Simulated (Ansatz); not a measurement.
**CrSi2As4 monolayer in a perpendicular field**

What dipole does a perpendicular field induce in the CrSi2As4 monolayer? A positive field points along +c.

Calculated with Ansatz 0.2.0; plane-wave DFT, PBE-D3(BJ), Ansatz PAW (set soft_1); PAW set soft_1.

Most raw output is cut from this account.

**1. The starting structure**

The cell holds 7 atoms: 4 As, 2 Si and 1 Cr. Cell: a = 3.630 Å, b = 3.630 Å, c = 47.808 Å, α = 90.0°, β = 90.0°, γ = 120.0°. Vacuum lies along c.

**2. Relaxation**

The starting cell is a guess, so the in-plane lattice and the atoms are relaxed first, with the slab cut off from its images along the normal.

input.yaml reads:

```yaml
crystal:
  lattice:
    - [3.63, 0.0, 0.0]
    - [-1.815, 3.1436722157, 0.0]
    - [0.0, 0.0, 47.8079397794]
  atoms:
    - { symbol: As, position: [0.0, 0.0, 0.4120654454] }
    - { symbol: Si, position: [0.3333333333, 0.6666666667, 0.4280036166] }
    - { symbol: As, position: [0.3333333333, 0.6666666667, 0.4746485883] }
    - { symbol: Cr, position: [0.0, 0.0, 0.5], spin: 1.0 }
    - { symbol: As, position: [0.3333333333, 0.6666666667, 0.5253514117] }
    - { symbol: Si, position: [0.3333333333, 0.6666666667, 0.5719963834] }
    - { symbol: As, position: [0.0, 0.0, 0.5879345546] }
  periodic: [true, true, false]
magnetization:
  spin_polarized: true
kpoints:
  mp_grid: { grid: [12, 12, 1] }
hamiltonian:
  xc: pbe
  dispersion: d3bj
  pseudopotentials: { kind: paw, azcp: { folder: soft_1 } }
scf:
  occupations: { method: fermi_dirac, width: 0.05 }
  convergence: { dr2_threshold: 1.0e-09 }
relax:
  f_tol: 0.004
  max_steps: 90
  cell: {}
output:
  write_potential: true
  write_density: true
  volumetric_format: npy
```

Command:

```
$ ansatz run input.yaml --threads 4 --pin off --max-ram 6144MiB --backend cpu --events-out ev --progress --plain --runs-dir out
```

Wall time 7.4 min (4 threads of Arm Neoverse V1, shared host); peak memory 1.4 GiB; 29 min of CPU time.

Step by step:

```tsv
step	energy less that of the first step (eV)	largest force component (eV/Å)	volume (Å³)
1	0.0000	3.1596	545.56
2	-1.0813	2.0280	547.59
3	-1.7337	1.5548	566.95
4	-2.0770	0.4616	557.60
5	-2.1176	0.2826	551.58
6	-2.1460	0.2035	542.05
7	-2.1532	0.1619	537.73
8	-2.1552	0.0627	536.47
9	-2.1555	0.0068	537.76
10	-2.1556	0.0045	537.20
11	-2.1556	0.0002	537.20
12*	-2.1552	0.0001	537.20
```

Relaxation steps marked * repeat the geometry before them on a plane-wave basis chosen anew for their cell, so energy and pressure can jump there.

The run keeps the 12 symmetry operations that it works with, so distortions that break them were not tested.

```tsv
cell as run	before	after	change
a (Å)	3.630	3.602	-0.8 %
b (Å)	3.630	3.602	-0.8 %
```

The atoms that moved most (Å, along periodic axes as changes of fractional coordinates times the final cell, across vacuum about the mean position):

```tsv
atom	dx	dy	dz	length
As1	0.000	0.000	-0.657	0.657
As7	0.000	0.000	0.657	0.657
Si2	0.000	0.000	-0.302	0.302
Si6	0.000	0.000	0.302	0.302
As3	0.000	0.000	-0.174	0.174
As5	0.000	0.000	0.174	0.174
```

This step gave:

* energy at zero smearing: -24076.6250 eV
* total moment: 1.918 μB
* site moments: -0.007387, 0.008087, -0.1025, 2.027, -0.1025, 0.008087, -0.007387 μB

Site moment by atom:

```tsv
atom	site moment (μB)
As1	-0.01
Si2	0.01
As3	-0.10
Cr4	2.03
As5	-0.10
Si6	0.01
As7	-0.01
```

The lattice constant a goes from 3.630 to 3.602 Å.

**3. Single point, field 0**

A sawtooth potential applies the field, turning back in the middle of the vacuum. With the dipole correction the typed value is the field outside the slab. The induced dipole is small, so the SCF threshold is tight.

The cell differs from the one that the last finished run ended in (c 47.808 → 27.723 Å).

input.yaml reads:

```yaml
crystal:
  lattice:
    - [3.6020674941, 0.0, 0.0]
    - [-1.801033747, 3.119481956, 0.0]
    - [0.0, 0.0, 27.722604123]
  atoms:
    - { symbol: As, position: [0.0, 0.0, 0.3246448263], spin: -0.01 }
    - { symbol: Si, position: [0.3333333333, 0.6666666667, 0.3649463898], spin: 0.01 }
    - { symbol: As, position: [0.3333333333, 0.6666666667, 0.4500194262], spin: -0.1 }
    - { symbol: Cr, position: [0.0, 0.0, 0.5], spin: 2.03 }
    - { symbol: As, position: [0.3333333333, 0.6666666667, 0.5499805738], spin: -0.1 }
    - { symbol: Si, position: [0.3333333333, 0.6666666667, 0.6350536102], spin: 0.01 }
    - { symbol: As, position: [0.0, 0.0, 0.6753551737], spin: -0.01 }
magnetization:
  spin_polarized: true
kpoints:
  mp_grid: { grid: [18, 18, 1] }
  band_path:
    path: [[0, 0, 0], [0.5, 0, 0], [0.33333333, 0.33333333, 0], [0, 0, 0]]
    npoints: 16
hamiltonian:
  xc: pbe
  dispersion: d3bj
  pseudopotentials: { kind: paw, azcp: { folder: soft_1 } }
scf:
  occupations: { method: fermi_dirac, width: 0.02585 }
  convergence: { dr2_threshold: 1.0e-10 }
efield:
  axis: 3
  dipole_correction: true
  ramp_position: 0.97
  ramp_width: 0.06
  amplitude: 0
output:
  dos: { projected: true, e_range: [-6, 5] }
  write_potential: true
  write_density: true
  volumetric_format: npy
  elf: true
```

Elapsed: 6.7 min, on 4 threads; peak memory 2.5 GiB.

Numbers from this step:

```
energy at zero smearing   : -24076.6254 eV
total moment              : 1.940 μB
site moments              : -0.007309, 0.008347, -0.1028, 2.042, -0.1028, 0.008347, -0.007309 μB
work function, upper face : 4.657 eV
dipole along the normal   : 8.59e-7 e·Å
```

Running mean over a fixed 2.7 Å (it still follows the layers) of the planar mean; the ramp of the sawtooth is left out. The electron's electrostatic potential energy less the Fermi level by z:

z (Å), electron's electrostatic potential energy less the Fermi level (eV) and a bar from the least value:
```
        4       4.66 ##############################
        5       4.65 ##############################
        6       4.60 ##############################
        7       3.69 ###########################
        8       0.89 ##################
        9      -3.59 #####
       10      -4.39 ##
       11      -3.11 ######
       12      -1.80 ##########
       13      -4.39 ##
       14      -5.15 
       15      -3.59 #####
       16      -1.73 ##########
       17      -3.73 ####
       18      -4.76 #
       19      -2.49 ########
       20       1.82 #####################
       21       4.20 #############################
       22       4.63 ##############################
       23       4.66 ##############################
       24       4.66 ##############################
```

The density of states has structure finer than the step of the table below, so its rows give means over 0.25 eV, whole bins alone (the curve runs from -6 to 1.99 eV). Peaks (eV: height): total -4.100: 10.8, -2.750: 9.09, -2.610: 8.30, -2.390: 8.24, -1.510: 9.54, -1.370: 13.0, 1.720: 10.1; up -4.100: 6.69, -3.550: 5.46, -2.860: 4.79, -2.140: 5.83, -2.030: 5.62, -1.530: 6.61, 1.140: 4.76; down -4.040: 4.88, -2.750: 5.56, -2.390: 4.75, -1.920: 4.60, -1.370: 9.83, 1.220: 5.32, 1.720: 7.76.

Table of density of states by energy, zero at the Fermi level; means over each step; values in states/eV a cell:

```tsv
energy (eV)	total	up	down
-5.75	0.521	0.260	0.261
-5.50	1.63	0.948	0.686
-5.25	1.46	1.13	0.333
-5.00	4.95	2.41	2.54
-4.75	3.15	1.68	1.47
-4.50	2.39	1.04	1.36
-4.25	3.50	2.02	1.47
-4.00	4.79	2.28	2.51
-3.75	2.16	1.08	1.08
-3.50	4.35	2.43	1.92
-3.25	3.28	1.42	1.86
-3.00	4.41	2.62	1.79
-2.75	6.98	3.67	3.31
-2.50	6.54	3.52	3.03
-2.25	5.56	2.79	2.76
-2.00	6.41	4.14	2.27
-1.75	5.93	3.78	2.15
-1.50	8.35	4.94	3.41
-1.25	7.09	2.22	4.87
-1.00	2.74	1.40	1.34
-0.75	1.40	0.813	0.588
-0.50	1.12	0.761	0.356
-0.25	1.29	1.29	0
0.00	1.66	1.26	0.399
0.25	1.95	0.847	1.11
0.50	2.36	0.645	1.71
0.75	1.75	1.04	0.713
1.00	2.51	2.51	0
1.25	3.97	2.16	1.81
1.50	4.06	1.39	2.67
1.75	7.91	2.15	5.75
```

Projected DOS per atom over height of the atomic layer and energy from the Fermi level. Layers: As Si As Cr As Si As from below.

Values in states/eV, 22 rows by 7 columns, each cell a mean:
```
0.52 0.64 0.61 3.01 0.61 0.64 0.52
0.40 0.46 0.33 1.50 0.33 0.46 0.40
0.27 0.23 0.43 1.28 0.43 0.23 0.27
0.07 0.07 0.18 1.04 0.18 0.07 0.07
0.06 0.06 0.18 1.56 0.18 0.06 0.06
0.05 0.04 0.21 1.05 0.21 0.04 0.05
0.03 0.02 0.10 0.77 0.10 0.02 0.03
0.06 0.02 0.14 0.98 0.14 0.02 0.06
0.53 0.19 0.69 1.21 0.69 0.19 0.53
0.93 0.28 1.19 3.34 1.19 0.28 0.93
0.96 0.37 0.87 2.00 0.87 0.37 0.96
0.93 0.44 0.71 1.17 0.71 0.44 0.93
1.16 0.60 0.90 1.05 0.90 0.60 1.16
0.88 0.66 0.87 0.81 0.87 0.66 0.88
0.61 0.42 0.49 0.44 0.49 0.42 0.61
0.51 0.39 0.44 0.43 0.44 0.39 0.51
0.64 0.58 0.63 0.47 0.63 0.58 0.64
0.30 0.30 0.50 0.31 0.50 0.30 0.30
0.32 0.39 0.68 0.33 0.68 0.39 0.32
0.49 0.61 0.76 0.29 0.76 0.61 0.49
0.23 0.19 0.13 0.02 0.13 0.19 0.23
0.11 0.10 0.04 0.01 0.04 0.10 0.11
```
Columns: height of the atomic layer (Å) from 9 to 18.7 (not evenly spaced); rows upwards: energy from the Fermi level (eV) from -5.96 to 1.96.

Projected DOS per atom, spin up over height of the atomic layer and energy from the Fermi level. Layers: As Si As Cr As Si As from below.

Ten even steps from '0' (0.01 states/eV) to '9' (2.34 states/eV), each cell a mean:
```
1111111
0001000
0014100
0001000
0001000
0003000
0002000
0003000
0002000
1019101
2016102
1014101
2113112
2112112
1001001
1011101
1111111
0010100
0010100
1110111
0000000
0000000
```
Columns: height of the atomic layer (Å) from 9 to 18.7 (not evenly spaced); rows upwards: energy from the Fermi level (eV) from -5.96 to 1.96.

Projected DOS per atom, spin down over height of the atomic layer and energy from the Fermi level. Layers: As Si As Cr As Si As from below.

Values in states/eV, 22 rows by 7 columns, each cell a mean:
```
0.28 0.30 0.33 2.70 0.33 0.30 0.28
0.26 0.29 0.11 1.22 0.11 0.29 0.26
0.04 0.06 0.03 0.28 0.03 0.06 0.04
0.03 0.03 0.01 0.65 0.01 0.03 0.03
0.04 0.05 0.03 1.21 0.03 0.05 0.04
0.01 0.02 0.01 0.29 0.01 0.02 0.01
0.01 0.00 0.02 0.08 0.02 0.00 0.01
0.04 0.01 0.10 0.27 0.10 0.01 0.04
0.30 0.09 0.52 0.59 0.52 0.09 0.30
0.51 0.13 0.81 0.99 0.81 0.13 0.51
0.43 0.18 0.42 0.37 0.42 0.18 0.43
0.48 0.23 0.31 0.23 0.31 0.23 0.48
0.58 0.30 0.45 0.25 0.45 0.30 0.58
0.40 0.32 0.43 0.23 0.43 0.32 0.40
0.34 0.22 0.29 0.15 0.29 0.22 0.34
0.24 0.19 0.19 0.11 0.19 0.19 0.24
0.33 0.30 0.36 0.19 0.36 0.30 0.33
0.15 0.15 0.24 0.11 0.24 0.15 0.15
0.17 0.21 0.36 0.14 0.36 0.21 0.17
0.24 0.29 0.33 0.08 0.33 0.29 0.24
0.12 0.09 0.06 0.01 0.06 0.09 0.12
0.05 0.05 0.02 0.00 0.02 0.05 0.05
```
Columns: height of the atomic layer (Å) from 9 to 18.7 (not evenly spaced); rows upwards: energy from the Fermi level (eV) from -5.96 to 1.96.

Deep bands are left out, so band numbers here count from the lowest band kept and differ from the log's. The electronic bands at the labelled points (eV, zero at the Fermi level; # counts the bands kept):

```tsv
point	up #12	up #14	up #15	up #16	down #9	down #11	down #12	down #13
Γ	-0.82	2.18	2.18	2.23	-0.79	-0.40	-0.40	0.75
halfway	-1.42	0.39	1.10	1.15	-1.84	-1.19	-1.05	0.46
M	-1.70	-0.61	-0.04	0.96	-2.28	-1.53	-0.98	-0.06
halfway	-1.53	-0.84	-0.27	0.96	-2.40	-1.90	-1.37	0.38
K	-1.21	-1.10	-0.23	0.79	-2.97	-1.89	-1.22	0.72
halfway	-1.49	0.24	0.51	1.12	-1.98	-1.35	-1.21	0.46
Γ	-0.82	2.18	2.18	2.23	-0.79	-0.40	-0.40	0.75
```

Spin density in the ca plane at fractional y = 0.667, with atoms of Si and As within 0.2 Å of it.

Ten even steps from '0' (-0.03 e/Å³) to '9' (0.12 e/Å³), each cell a mean:
```
22222222222222222211123696321112222222222222
22222222222222222211223796322112222222222222
22222222222222222111112575211111222222222222
22222222222222222110001342100011222222222222
22222222222222222210000121000112222222222222
22222222222222222221320111023122222222222222
22222222222222222211210111012112222222222222
22222222222222222110000222000012222222222222
22222222222222222111012453200111222222222222
```
Columns run along c (16.0 Å, from fractional 0.19 to 0.76 of the cell), rows up along a (3.6 Å). Atoms in or near the plane, at fractional coordinates: Si at (0.36, 0.33), As at (0.45, 0.33), As at (0.55, 0.33), Si at (0.64, 0.33).

ELF of down spins in the ca plane at fractional y = 0.667, with atoms of Si and As within 0.2 Å of it. It is the smooth field of the valence electrons, not physical close to the nuclei.

Ten even steps from '0' (0.00) to '9' (0.87), each cell a mean:
```
00000000000000024677666642112354200135421113
00000000000000125787666531001232100023210012
00000000000000013566667763223577410267642225
00000000000000001234578876666778742688766566
00000000000000000011366556887545743664467885
00000000000000000001243457996212543541148995
00000000000000000001355447986313643552258985
00000000000000000113478766777667743676667776
00000000000000012355678875445788621488764446
```
Columns run along c (16.0 Å, from fractional 0.06 to 0.63 of the cell), rows up along a (3.6 Å). Atoms in or near the plane, at fractional coordinates: Si at (0.36, 0.33), As at (0.45, 0.33), As at (0.55, 0.33).

Valence density in the ca plane at fractional y = 0.667, with atoms of Si and As within 0.2 Å of it. It is the smooth field of the valence electrons, not physical close to the nuclei.

Ten steps, logarithmic in the rise over the least value, from '0' (0 e/Å³) to '9' (32 e/Å³), each cell a mean:
```
00000000000000000001111100000001111110000000
00000000000000000001111100000000111100000000
00000000000000000001111110000011111111100000
00000000000000000000111111111222111112211111
00000000000000000000011111112564211136632111
00000000000000000000011001223897311259952211
00000000000000000000011111123786211248842211
00000000000000000000111111111343211123321111
00000000000000000000111110001111111111110001
```
Columns run along c (16.0 Å, from fractional 0.06 to 0.63 of the cell), rows up along a (3.6 Å). Atoms in or near the plane, at fractional coordinates: Si at (0.36, 0.33), As at (0.45, 0.33), As at (0.55, 0.33).

The work function of the upper face is 4.66 eV.

**4. Atoms held, field 0.1 V/Å**

input.yaml: that of step 3 with these lines changed.

```diff
@@ -30,7 +30,6 @@
   dipole_correction: true
-  ramp_position: 0.97
-  ramp_width: 0.06
-  amplitude: 0
+  ramp_position: 0.96
+  ramp_width: 0.0801
+  amplitude: 0.1
 output:
-  dos: { projected: true, e_range: [-6, 5] }
   write_potential: true
@@ -38,2 +37 @@
   volumetric_format: npy
-  elf: true
```

It took 9.2 min on 4 threads; peak memory 2.5 GiB.

The dipole is 0.0736 e·Å.

**5. Atoms held, field -0.1 V/Å**

input.yaml: that of step 4 with these lines changed.

```diff
@@ -32,3 +32,3 @@
   ramp_width: 0.0801
-  amplitude: 0.1
+  amplitude: -0.1
 output:
```

Run time: 8.1 min. Hardware: 4 threads; peak memory 2.5 GiB; 32 min of CPU time.

The dipole is -0.0736 e·Å.

**6. Response, atoms held**

This step: plane-wave DFT, PBE-D3(BJ), Ansatz PAW (set soft_1); response to a field along the normal, atoms held; PAW set soft_1 (Ansatz 0.2.0).

The dipoles give the slope, and the difference of two potentials shows where the field is screened.

Numbers from this step:

| Quantity | Value |
| --- | --- |
| equivalent conductor thickness p/(ε₀AE) | 11.85 Å |
| distance between the outer atoms | 9.723 Å |

Dipole of the cell against applied field:

```tsv
applied field (V/Å)	dipole of the cell (e·Å)
-0.1000	-0.0736
0.0000	8.6e-7
0.1000	0.0736
```

The total moment stays at 1.94 μB for applied field from -0.1 to 0.1 V/Å.

Local field over the applied field, running mean. From the potentials at -0.1 and 0.1 V/Å; running mean over 2.5 Å. Local field over applied field against z:

```tsv
z (Å)	local field over applied field
4.5	0.998
5.0	0.994
5.5	0.982
6.0	0.952
6.5	0.885
7.0	0.760
7.5	0.592
8.0	0.413
8.5	0.241
9.0	0.111
9.5	0.0555
10.0	0.0482
10.5	0.0531
11.0	0.0678
11.5	0.0699
12.0	0.0491
12.5	0.0374
13.0	0.0350
13.5	0.0233
14.0	0.0190
14.5	0.0307
15.0	0.0366
15.5	0.0415
16.0	0.0619
16.5	0.0723
17.0	0.0590
17.5	0.0491
18.0	0.0496
18.5	0.0766
19.0	0.175
19.5	0.335
20.0	0.513
20.5	0.689
21.0	0.837
21.5	0.929
22.0	0.972
22.5	0.990
23.0	0.996
23.5	0.999
```

The induced electron density oscillates, so the rows of the table below give means over windows of 0.5 Å about each position, cut where the curve ends. Its maxima inside the range that stand out by 2 % of the span (Å: e/Å³ per V/Å): 7.94: 0.00358, 11.12: 4.9e-4, 12.27: 8.1e-4, 14.44: 8.6e-4, 16.03: 1.2e-4, 17.47: 0.00134. Its minima: 10.25: -0.00134, 11.70: -1.2e-4, 13.28: -8.6e-4, 15.45: -8.1e-4, 16.60: -4.9e-4, 19.78: -0.00358.

Electrons, planar mean, per unit field. Induced electron density against z; means over each step:

```tsv
z (Å)	induced electron density (e/Å³ per V/Å)
4.5	9.8e-6
5.0	3.0e-5
5.5	8.7e-5
6.0	2.4e-4
6.5	6.2e-4
7.0	0.00146
7.5	0.00280
8.0	0.00334
8.5	0.00158
9.0	6.6e-4
9.5	4.9e-4
10.0	-8.6e-4
10.5	-6.9e-4
11.0	3.9e-4
11.5	1.0e-4
12.0	2.6e-4
12.5	6.5e-4
13.0	-2.2e-4
13.5	-6.2e-4
14.0	2.7e-4
14.5	6.4e-4
15.0	-3.7e-4
15.5	-6.1e-4
16.0	1.8e-5
16.5	-3.7e-4
17.0	7.5e-5
17.5	0.00115
18.0	-2.5e-6
18.5	-6.2e-4
19.0	-9.5e-4
19.5	-0.00274
20.0	-0.00328
20.5	-0.00202
21.0	-9.3e-4
21.5	-3.7e-4
22.0	-1.4e-4
22.5	-4.8e-5
23.0	-1.6e-5
23.5	-5.6e-6
```

By hand: between -0.1 and 0.1 V/Å the dipole changes by 0.1472 e·Å, a slope of 0.7359 e·Å²/V. A perfect conductor of thickness t has p = ε₀AEt, so t = 180.95 × 0.7359 / 11.237 = 11.85 Å (e/ε₀ = 180.95 V·Å, A in Å²).

The induced dipole is that of a conductor 11.85 Å thick.

**7. Outcome**

* gap without field: none
* work function, upper face: 4.66 eV
* equivalent conductor thickness, atoms held: 11.9 Å

In words: The induced dipole equals that of a perfect conductor 11.85 Å thick, while the outer atoms lie 9.72 Å apart. There is no gap over 0.03 eV, with or without the field. For an open d or f shell that can be the fault of a semilocal functional without a Hubbard term. The magnetic order is the one reached from the typed start; other orders were not compared. Spin-orbit coupling is left out. The outer anions sit over the metal atoms, one of several polytypes of such layers and not the lowest for every compound.

[Logs are printed without paths, hosts, clocks, repeated set-up lines and the standing remarks that a program may print on its own settings, such as how far it seeks lower states.]

[Hosts, paths, dates, database ids (printed as entryN), source tags and the programs' standing remarks are cut or masked in the printed files.]

[Maps of the electrostatic potential energy from Ansatz leave out the sawtooth potential of an applied field or a dipole correction, so their vacuum need not be flat; planar profiles and work functions include it.]
